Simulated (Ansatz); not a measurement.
# Convergence of a linear-scaling basis for 1T-ZrS2 zigzag nanoribbon, bare edges, Se on S sites (64 atoms)

Wanted: errors and times of a linear-scaling basis for 1T-ZrS2 zigzag nanoribbon, bare edges, Se on S sites (64 atoms). A setting counts as converged where the r.m.s. difference of forces stays under 1 % of the r.m.s. force.

Program: Ansatz 0.2.0. Level of theory: Kohn-Sham DFT, PBE, PAW (set soft_2, large core), plane waves. Results are calculated unless marked as measured.

### Step 1. Starting point

The cell holds 64 atoms: 22 Zr, 37 S and 5 Se. Its edges and angles: a = 7.320 Å, b = 42.753 Å, c = 12.920 Å, α = 90.0°, β = 90.0°, γ = 90.0°. It derives from ZrS2 (1T-ZrS2) and ZrSe2. 1T-ZrS2 (a = 3.66 Å), rectangular cell with x along the zigzag direction; strip nominally 33 Å wide, 2 periods, 10 Å of vacuum, 5 of 42 S replaced by Se at random; not relaxed, displaced by a Gaussian of 0.02 Å. Vacuum lies along b and c. The structure repeats along a.

What the set-up can't give: Beside vacuum, support functions can miss their usual error bounds without a warning. The main run has no spin polarisation, so any moments at edges, vacancies or dangling bonds can't form in it.

### Step 2. Plane-wave single point

The first run fixes the reference, at a cutoff of 420 eV.

Input file input.yaml:

```yaml
crystal:
  lattice:
    - [7.32, 0.0, 0.0]
    - [0.0, 42.75308, 0.0]
    - [0.0, 0.0, 12.92]
  atoms:
    - { symbol: Zr, position: [0.99843, 0.117, 0.50084] }
    - { symbol: S, position: [0.00369, 0.16566, 0.61144] }
    - { symbol: Se, position: [0.2478, 0.14185, 0.38374] }
    - { symbol: Zr, position: [0.25071, 0.19154, 0.49847] }
    - { symbol: S, position: [0.24885, 0.24128, 0.61267] }
    - { symbol: S, position: [0.99853, 0.21674, 0.3841] }
    - { symbol: Zr, position: [0.99941, 0.26577, 0.49832] }
    - { symbol: S, position: [0.00466, 0.31451, 0.61362] }
    - { symbol: S, position: [0.24994, 0.28989, 0.38624] }
    - { symbol: Zr, position: [0.24952, 0.33965, 0.50099] }
    - { symbol: S, position: [0.24985, 0.38971, 0.61653] }
    - { symbol: S, position: [0.99855, 0.36414, 0.38663] }
    - { symbol: Zr, position: [0.99732, 0.41359, 0.50022] }
    - { symbol: S, position: [0.99931, 0.4626, 0.61367] }
    - { symbol: S, position: [0.25086, 0.43758, 0.38659] }
    - { symbol: Zr, position: [0.25527, 0.48795, 0.50042] }
    - { symbol: S, position: [0.24919, 0.53747, 0.61353] }
    - { symbol: Se, position: [0.00252, 0.51227, 0.38793] }
    - { symbol: Zr, position: [0.00269, 0.56228, 0.50008] }
    - { symbol: S, position: [0.00364, 0.61196, 0.61351] }
    - { symbol: S, position: [0.24981, 0.5863, 0.38987] }
    - { symbol: Zr, position: [0.25009, 0.63599, 0.49943] }
    - { symbol: S, position: [0.25526, 0.68507, 0.61641] }
    - { symbol: S, position: [0.0085, 0.65983, 0.3868] }
    - { symbol: Zr, position: [0.00151, 0.71087, 0.50149] }
    - { symbol: S, position: [0.9982, 0.75948, 0.61186] }
    - { symbol: S, position: [0.24764, 0.73501, 0.38486] }
    - { symbol: Zr, position: [0.25534, 0.78399, 0.4992] }
    - { symbol: S, position: [0.24277, 0.83366, 0.61373] }
    - { symbol: S, position: [0.99996, 0.80943, 0.38667] }
    - { symbol: Zr, position: [0.99722, 0.85864, 0.49766] }
    - { symbol: S, position: [0.24686, 0.8841, 0.3865] }
    - { symbol: Zr, position: [0.49936, 0.11677, 0.50158] }
    - { symbol: Se, position: [0.4993, 0.16622, 0.61609] }
    - { symbol: S, position: [0.74925, 0.14164, 0.38833] }
    - { symbol: Zr, position: [0.75159, 0.19081, 0.50091] }
    - { symbol: S, position: [0.74869, 0.24071, 0.61419] }
    - { symbol: S, position: [0.50286, 0.21568, 0.38783] }
    - { symbol: Zr, position: [0.49868, 0.26509, 0.50073] }
    - { symbol: S, position: [0.50405, 0.3145, 0.61246] }
    - { symbol: S, position: [0.75233, 0.29058, 0.38833] }
    - { symbol: Zr, position: [0.75157, 0.33922, 0.49813] }
    - { symbol: S, position: [0.75232, 0.38835, 0.61256] }
    - { symbol: S, position: [0.49915, 0.36404, 0.38569] }
    - { symbol: Zr, position: [0.50123, 0.41298, 0.50082] }
    - { symbol: S, position: [0.49752, 0.46332, 0.61122] }
    - { symbol: Se, position: [0.74731, 0.4381, 0.38414] }
    - { symbol: Zr, position: [0.75341, 0.48708, 0.5003] }
    - { symbol: S, position: [0.7524, 0.53711, 0.61357] }
    - { symbol: Se, position: [0.49952, 0.5123, 0.38667] }
    - { symbol: Zr, position: [0.50047, 0.56216, 0.4996] }
    - { symbol: S, position: [0.49776, 0.61051, 0.61383] }
    - { symbol: S, position: [0.7522, 0.58669, 0.38625] }
    - { symbol: Zr, position: [0.74736, 0.63625, 0.501] }
    - { symbol: S, position: [0.75588, 0.68553, 0.61491] }
    - { symbol: S, position: [0.49826, 0.66046, 0.38576] }
    - { symbol: Zr, position: [0.50146, 0.71058, 0.50088] }
    - { symbol: S, position: [0.50562, 0.7593, 0.61196] }
    - { symbol: S, position: [0.74642, 0.73469, 0.38931] }
    - { symbol: Zr, position: [0.74815, 0.78442, 0.49919] }
    - { symbol: S, position: [0.74999, 0.83337, 0.61454] }
    - { symbol: S, position: [0.49943, 0.80918, 0.38537] }
    - { symbol: Zr, position: [0.50544, 0.85791, 0.499] }
    - { symbol: S, position: [0.74767, 0.88333, 0.38796] }
kpoints:
  mp_grid: { grid: [2, 1, 1] }
hamiltonian:
  xc: pbe
  pseudopotentials: { kind: paw, core: large }
scf:
  occupations: { method: fermi_dirac, width: 0.025 }
output:
  forces: true
  populations: true
  dos:
    method: { smearing: { sigma: 0.08 } }
    de: 0.1
    projected: { site_lists: { S: [S], Se: [Se], Zr: [Zr] } }
  eigenvalues: true
  write_density: true
  write_potential: true
  volumetric_format: npy
  elf: true
```

On the command line:

```bash
$ ansatz run input.yaml --threads 8 --pin off --max-ram 15872MiB --backend cpu --events-out ev --progress --plain --runs-dir out
```

Numbers of over 12 decimals in the logs are rounded to 6 here.

Output:

```text
Engine: ansatz 0.2.0, aarch64-unknown-linux-gnu
Pseudopotentials: kind: paw
Pseudopotential: Zr, paw, valence charge 12, recommended cutoff 420 eV (normal), Zr.paw.azcp
Pseudopotential: S, paw, valence charge 6, recommended cutoff 420 eV (normal), S.paw.azcp
Pseudopotential: Se, paw, valence charge 6, recommended cutoff 420 eV (normal), Se.paw.azcp#standard-large-core
[... 5 lines on functional and potentials left out ...]
Crystal: 64 atoms, lattice volume = 4043.347 Å³
Basis set: ecut = 420 eV, 79137 PW (Γ), exchange–correlation on 100×576×180 points (8 copies of the dense FFT grid, shifted against one another)
Bands: 322, of which v1, the nominal top of the filled ones, is band 258 counted from 1 (257 counted from 0)
Symmetry: 1 space group operations
Space group: P1 (ITA 1), of the structure as read, at distance tolerance 1.6e-4 Å
k-points: 2
[... 7 lines on functional and potentials left out ...]
Initial density: superposition of atomic densities (neutral atoms: chi_scale 0, normalization atom)
Initial wavefunctions: pseudopotential atomic-orbital guess
Functional: x = pbe(κ = 0.804, μ = 0.219515), c = pbe(β = 0.066725)
SCF iter   1: F=—  HF=-138423.386347 eV  |F-HF|=—  |Δ(HF+E_count)|=         —  Δρ=3.06e-2  dr2=1.62e2  ethr=3.10e-3  ⟨swp⟩=9.0  Hψ=3028  notcnv=0  defer=5
preconditioner: auto → LDOS  [metal: Δε(μ)=0.055 eV  Ē_g=7.877 eV  σ=0.025 eV  W_gap=0.48  n_scr=492 (ndim 8)  ℏωp=10.8 eV  f_vac=0.569  D(μ)=24.46/eV (n_scr^D=88)  β→1.0]
SCF iter   2: F=—  HF=-138478.663049 eV  |F-HF|=—  |Δ(HF+E_count)|=    5.53e1  Δρ=6.08e-2  dr2=2.33e3  ethr=3.10e-3  ⟨swp⟩=13.0  Hψ=3339  notcnv=0  defer=95  recentre
SCF iter   3: F=—  HF=-138408.478176 eV  |F-HF|=—  |Δ(HF+E_count)|=    7.02e1  Δρ=1.65e-2  dr2=9.95e1  ethr=3.10e-3  ⟨swp⟩=9.0  Hψ=2458  notcnv=0  defer=90
SCF iter   4: F=—  HF=-138401.007601 eV  |F-HF|=—  |Δ(HF+E_count)|=    7.47e0  Δρ=6.58e-3  dr2=7.17e0  ethr=3.10e-3  ⟨swp⟩=6.0  Hψ=1484  notcnv=0  defer=89
SCF iter   5: F=—  HF=-138400.342001 eV  |F-HF|=—  |Δ(HF+E_count)|=   6.66e-1  Δρ=2.78e-3  dr2=1.00e0  ethr=1.39e-3  ⟨swp⟩=7.5  Hψ=1196  notcnv=0  defer=88
SCF iter   6: F=—  HF=-138400.326439 eV  |F-HF|=—  |Δ(HF+E_count)|=   1.56e-2  Δρ=1.72e-3  dr2=3.69e-1  ethr=1.94e-4  ⟨swp⟩=6.5  Hψ=1297  notcnv=0  defer=90
SCF iter   7: F=—  HF=-138400.299162 eV  |F-HF|=—  |Δ(HF+E_count)|=   2.73e-2  Δρ=6.92e-4  dr2=9.19e-2  ethr=7.15e-5  ⟨swp⟩=3.5  Hψ=1187  notcnv=0  defer=87
SCF iter   8: F=—  HF=-138400.303327 eV  |F-HF|=—  |Δ(HF+E_count)|=   4.17e-3  Δρ=4.43e-4  dr2=3.09e-2  ethr=1.78e-5  ⟨swp⟩=4.5  Hψ=910  notcnv=0  defer=88
SCF iter   9: F=—  HF=-138400.302457 eV  |F-HF|=—  |Δ(HF+E_count)|=   8.70e-4  Δρ=2.48e-4  dr2=1.19e-2  ethr=6.00e-6  ⟨swp⟩=2.5  Hψ=833  notcnv=0  defer=87
SCF iter  10: F=—  HF=-138400.301807 eV  |F-HF|=—  |Δ(HF+E_count)|=   6.50e-4  Δρ=8.79e-5  dr2=2.26e-3  ethr=2.30e-6  ⟨swp⟩=2.0  Hψ=818  notcnv=0  defer=87
SCF iter  11: F=—  HF=-138400.301825 eV  |F-HF|=—  |Δ(HF+E_count)|=   1.79e-5  Δρ=4.91e-5  dr2=5.26e-4  ethr=4.38e-7  ⟨swp⟩=2.5  Hψ=929  notcnv=0  defer=87
SCF iter  12: F=—  HF=-138400.301816 eV  |F-HF|=—  |Δ(HF+E_count)|=   8.22e-6  Δρ=2.76e-5  dr2=1.25e-4  ethr=1.02e-7  ⟨swp⟩=3.0  Hψ=838  notcnv=0  defer=87
SCF iter  13: F=—  HF=-138400.301805 eV  |F-HF|=—  |Δ(HF+E_count)|=   1.15e-5  Δρ=1.35e-5  dr2=3.68e-5  ethr=2.41e-8  ⟨swp⟩=3.0  Hψ=849  notcnv=0  defer=87
SCF iter  14: F=—  HF=-138400.301319 eV  |F-HF|=—  |Δ(HF+E_count)|=   4.86e-4  Δρ=7.55e-6  dr2=1.27e-5  ethr=7.13e-9  ⟨swp⟩=2.0  Hψ=802  notcnv=0  defer=87
SCF iter  15: F=—  HF=-138400.301318 eV  |F-HF|=—  |Δ(HF+E_count)|=   4.84e-7  Δρ=3.64e-6  dr2=2.46e-6  ethr=2.47e-9  ⟨swp⟩=2.5  Hψ=804  notcnv=0  defer=87
SCF iter  16: F=—  HF=-138400.301319 eV  |F-HF|=—  |Δ(HF+E_count)|=   1.86e-7  Δρ=2.47e-6  dr2=1.09e-6  ethr=4.77e-10  ⟨swp⟩=3.0  Hψ=1051  notcnv=0  defer=87
SCF iter  17: F=—  HF=-138400.301319 eV  |F-HF|=—  |Δ(HF+E_count)|=   1.34e-8  Δρ=1.51e-6  dr2=4.16e-7  ethr=2.12e-10  ⟨swp⟩=2.5  Hψ=790  notcnv=0  defer=87
SCF iter  18: F=—  HF=-138400.301318 eV  |F-HF|=—  |Δ(HF+E_count)|=   2.24e-8  Δρ=8.66e-7  dr2=1.15e-7  ethr=8.06e-11  ⟨swp⟩=2.5  Hψ=782  notcnv=0  defer=87
SCF iter  19: F=-138400.301318 eV  HF=-138400.301318 eV  |F-HF|=3.10e-8  |Δ(HF+E_count)|=   8.61e-9  Δρ=5.69e-7  dr2=5.53e-8  ethr=1.94e-11  ⟨swp⟩=25.5  Hψ=6536  notcnv=0
SCF 1 converged in 19 iterations: F = -138400.301318 eV  dr2 = 5.53e-8
  greatest PAW one-centre occupation: 0.996 electrons in one spin orbital (limit 2), on the Zr atom at site 32 (counted from 0), in its partial waves of l = 0
WARN: The output density's exchange-correlation potential varies sharply where the density is thin. Do not read a vacuum level from v_tot or v_xc, or from such a field of the output density. On a cell that repeats whose density bears no net charge and no dipole along the vacuum's axis use v_es (v_loc + v_h of the components); [...]
SCF converged after 19 iterations
Free energy (F): -138400.301318 eV
Harris-Foulkes:  -138400.301318 eV  (|F-HF|=3.10e-8)
Internal energy: -138400.257548 eV  (E = F + TS)
E sigma→0 (E₀):  -138400.279433 eV
Entropy (-TS):   -0.043771 eV (-0.684 meV/atom)
Fermi energy:    -0.148521 eV
--- Per-component energies (eV) ---
  E_band       = -7801.916569
  E_kinetic    = 11775.997801
  E_local      = -188171.557709  (includes V_loc(G=0)·N_el)
  E_nonlocal   = 3039.790231
  E_hartree    = 87691.581092
  E_xc         = -8114.384934
  E_vxc        = -7856.006467  (∫ρ·V_xc dr)
  E_paw        = -98206.538461  (= ΣΔE_a)
  E_vpaw       = -1973.277643  (= ΣTr[D̂ρ^β])
  E_aug_tail   = 0.000588  (compensation charges beyond the density's cutoff)
  E_ewald      = 53584.853844
  E_smearing   = -0.043771  (= −TS)
  E_closure    = -0.000000  (closes the sum)
  Σ components = -138400.301318   (vs F -138400.301318, Δ=0.00e0)
--- Forces (eV/Å), atoms counted from 1 ---
  atom   1  Zr    -0.45655965     1.80047494     0.38802751
  atom   2  S     -0.05233283    -1.30489244     0.18903648
  atom   3  Se     0.07041596    -1.12048552    -1.15825273
  atom   4  Zr    -0.58863776     1.64505947    -0.30486484
  atom   5  S      0.02284609    -0.38724896     0.12240338
  atom   6  S      0.00836182    -0.43926467     0.22225426
  atom   7  Zr     0.06134790    -0.08178798     0.07220232
  atom   8  S     -0.16384071     0.04113650    -0.03562801
  atom   9  S      0.08219013     0.08156602     0.00890313
  atom  10  Zr     0.09577775     0.10091363     0.08166425
  atom  11  S      0.01919423    -0.32898318    -0.30023623
  atom  12  S      0.19145402    -0.06337801     0.00385382
  atom  13  Zr     0.89526982    -0.21924640     0.55876124
  atom  14  S      0.00929827    -0.04759653     0.00186069
[...]
atom  63  Zr    -0.52812954     0.06981627    -2.11033996
  atom  64  S     -0.16198814    -0.36002790     1.42085910
  max |Σ_I F_I| component: 9.76e-5 eV/Å
--- Band table (eV) ---
  k-point 0: bands = ["-50.3080", "-50.2728", "-50.2354", "-50.2233", [... 306 levels ...], "2.2539", "2.2885", "2.2935", "2.3216", "2.3279", "2.3297", "2.3666", "2.3978", "2.4419", "2.4892", "2.5074", "2.5220"]
  k-point 1: bands = ["-50.3075", "-50.2734", "-50.2351", "-50.2230", [... 306 levels ...], "2.0586", "2.0730", "2.1344", "2.1503", "2.1759", "2.2014", "2.2531", "2.2660", "2.2835", "2.2901", "2.3854", "2.3920"]
--- Löwdin populations: 64 sites ---
  site symbol       q [e]
     0     Zr     11.4735
     1      S      6.3299
     2     Se      6.2067
[...]
63      S      6.3937
  spilling = 0.005897 (of n_electrons = 516.000000)
```

Wall time 1.7 min (8 threads of Arm Neoverse V2, shared host); peak memory 12 GiB; 13 min of CPU time.

The program notes that potentials were chosen by core size and the exchange-correlation potential is rough where the density is thin.

Numbers from this run:

```yaml
free_energy: -138400.3013 eV
free_energy_per_atom: -2162.5047 eV/atom
scf_cycles: 19
r_m_s_force_component: 0.5747 eV/Å
longest_force: 2.267 eV/Å
fermi_energy: -0.1485 eV
levels_partly_filled_by_over_2_per_cent: 6
spilling_of_the_projection: 0.005897
```

The r.m.s. force component of 0.57 eV/Å sets the scale for the differences below.

### Step 3. Support functions low

With localised support functions most steps grow linearly with size, though the diagonalisation grows faster unless the density matrix is cut; this run measures error and cost at this size.

This step: Kohn-Sham DFT, PBE, PAW (set soft_2, large core), localised support functions (low) (Ansatz 0.2.0).

input.yaml, the sections that differ from step 2:

```yaml
scf:
  occupations: { method: fermi_dirac, width: 0.025 }
  eigensolver: { kind: { support_functions: { accuracy: low } } }
  mixing: { beta: 0.2 }
  max_iter: 150
output:
  forces: true
  eigenvalues: true
# crystal, kpoints, hamiltonian: as in step 2
```

Output:

```text
Warning: scf.eigensolver.kind.support_functions: disabling space-group detection — the functions' gradient is summed over unrotated k-points, so no spatial operation reduces the k-mesh or symmetrises the density; time reversal is kept, so that k and −k are solved as one point where they differ and the mesh holds both, and exact exchange and, on two spinor components, a DFT+U term hold to it where the run has them: [...]
settings of this run that can trade accuracy for cost: scf.eigensolver.kind.support_functions; scf.eigensolver.kind.support_functions.accuracy: low [...]
[...]
Crystal: 64 atoms, lattice volume = 4043.347 Å³
Basis set: ecut = 420 eV, 79137 PW (Γ), exchange–correlation on 100×576×180 points (8 copies of the dense FFT grid, shifted against one another)
Bands: 310, of which v1, the nominal top of the filled ones, is band 258 counted from 1 (257 counted from 0)
Symmetry: 1 space group operations
k-points: 2
[...]
SCF iter   1: F=—  HF=-138397.182055 eV  |F-HF|=—  |Δ(HF+E_count)|=         —  Δρ=2.85e-2  dr2=1.52e2  ethr=1.00e-1
[...]
SCF iter  26: F=—  HF=-138400.319479 eV  |F-HF|=—  |Δ(HF+E_count)|=   2.49e-4  Δρ=1.51e-5  dr2=2.62e-5  ethr=8.73e-9  κ⁻¹=2.6e-4(r=7)
SCF iter  27: F=-138400.319694 eV  HF=-138400.319695 eV  |F-HF|=6.83e-7  |Δ(HF+E_count)|=   2.16e-4  Δρ=8.41e-6  dr2=4.93e-6  ethr=5.07e-9
SCF 1 converged in 27 iterations: F = -138400.323233 eV  dr2 = 4.93e-6
[...]
SCF converged after 27 iterations
Stability not checked: this state was not tested for a lower state beside it, because the mixer in use, unlike msr1, does not test its closes by its own steps (another_mixer; see scf.mixing.algorithm and scf.lower_state_search)
Free energy (F): -138400.323233 eV
[...]
Internal energy: -138400.279474 eV  (E = F + TS)
E sigma→0 (E₀):  -138400.301353 eV
Entropy (-TS):   -0.043759 eV (-0.684 meV/atom)
Fermi energy:    -0.148087 eV
[...]
Σ components = -138400.323233   (vs F -138400.323233, Δ=0.00e0)
--- Forces (eV/Å), atoms counted from 1 ---
  atom   1  Zr    -0.45663271     1.80059701     0.38797456
  atom   2  S     -0.05228461    -1.30491122     0.18841106
  atom   3  Se     0.07043806    -1.12019806    -1.15776092
  atom   4  Zr    -0.58859757     1.64534256    -0.30498860
[...]
atom  64  S     -0.16199995    -0.36044145     1.42144724
  max |Σ_I F_I| component: 4.37e-4 eV/Å
--- Band table (eV) ---
[...]
```

It took 2.1 min on 8 threads; peak memory 5 GiB.

The program notes that the band table was not solved further than the SCF left it and it switched symmetry off.

Keys that differ from the reference: support_functions.accuracy = "low", scf.max_iter = 150 and scf.mixing.beta = 0.2.

Forces differ from the reference by 0.33 meV/Å r.m.s., 0.057 % of their size, well within a tolerance of 1 %; the energy by -0.34 meV/atom.

### Step 4. Support functions medium

The cell is solved in localised support functions.

This step: Kohn-Sham DFT, PBE, PAW (set soft_2, large core), localised support functions (medium) (Ansatz 0.2.0).

input.yaml, the sections that differ from step 3:

```yaml
scf:
  occupations: { method: fermi_dirac, width: 0.025 }
  eigensolver: { kind: { support_functions: { accuracy: medium } } }
  mixing: { beta: 0.2 }
  max_iter: 150
# crystal, kpoints, hamiltonian, output: as in step 3
```

Output:

```text
[...]
Crystal: 64 atoms, lattice volume = 4043.347 Å³
Basis set: ecut = 420 eV, 79137 PW (Γ), exchange–correlation on 100×576×180 points (8 copies of the dense FFT grid, shifted against one another)
Bands: 310, of which v1, the nominal top of the filled ones, is band 258 counted from 1 (257 counted from 0)
Symmetry: 1 space group operations
k-points: 2
[...]
SCF iter   1: F=—  HF=-138396.902287 eV  |F-HF|=—  |Δ(HF+E_count)|=         —  Δρ=2.84e-2  dr2=1.52e2  ethr=1.00e-1
[...]
SCF iter  28: F=—  HF=-138400.319989 eV  |F-HF|=—  |Δ(HF+E_count)|=   1.92e-4  Δρ=4.99e-6  dr2=2.29e-6  ethr=1.81e-9  κ⁻¹=1.0e-4(r=7)
SCF iter  29: F=-138400.319989 eV  HF=-138400.319989 eV  |F-HF|=7.44e-7  |Δ(HF+E_count)|=   4.59e-8  Δρ=3.24e-6  dr2=1.25e-6  ethr=4.44e-10
SCF 1 converged in 29 iterations: F = -138400.323237 eV  dr2 = 1.25e-6
[...]
SCF converged after 29 iterations
[...]
Free energy (F): -138400.323237 eV
[...]
Internal energy: -138400.279483 eV  (E = F + TS)
E sigma→0 (E₀):  -138400.301360 eV
Entropy (-TS):   -0.043754 eV (-0.684 meV/atom)
Fermi energy:    -0.148260 eV
[...]
Σ components = -138400.323237   (vs F -138400.323237, Δ=0.00e0)
--- Forces (eV/Å), atoms counted from 1 ---
  atom   1  Zr    -0.45660958     1.80085388     0.38802343
  atom   2  S     -0.05226964    -1.30483031     0.18838274
  atom   3  Se     0.07046534    -1.12012155    -1.15786420
  atom   4  Zr    -0.58858888     1.64540146    -0.30499864
[...]
atom  64  S     -0.16199129    -0.36049267     1.42138503
  max |Σ_I F_I| component: 6.41e-4 eV/Å
--- Band table (eV) ---
[...]
```

Run time: 2.3 min. Hardware: 8 threads; peak memory 5.1 GiB; 18 min of CPU time.

Keys that differ from the reference: support_functions.accuracy = "medium", scf.max_iter = 150 and scf.mixing.beta = 0.2.

Forces differ from the reference by 0.33 meV/Å r.m.s., 0.057 % of their size, well within a tolerance of 1 %; the energy by -0.34 meV/atom.

[end of part 1 of 3]

[Logs are printed without paths, hosts, clocks, repeated set-up lines and the standing remarks that a program may print on its own settings, such as how far it seeks lower states.]

[Hosts, paths, dates, database ids (printed as entryN), source tags and the programs' standing remarks are cut or masked in the printed files.]
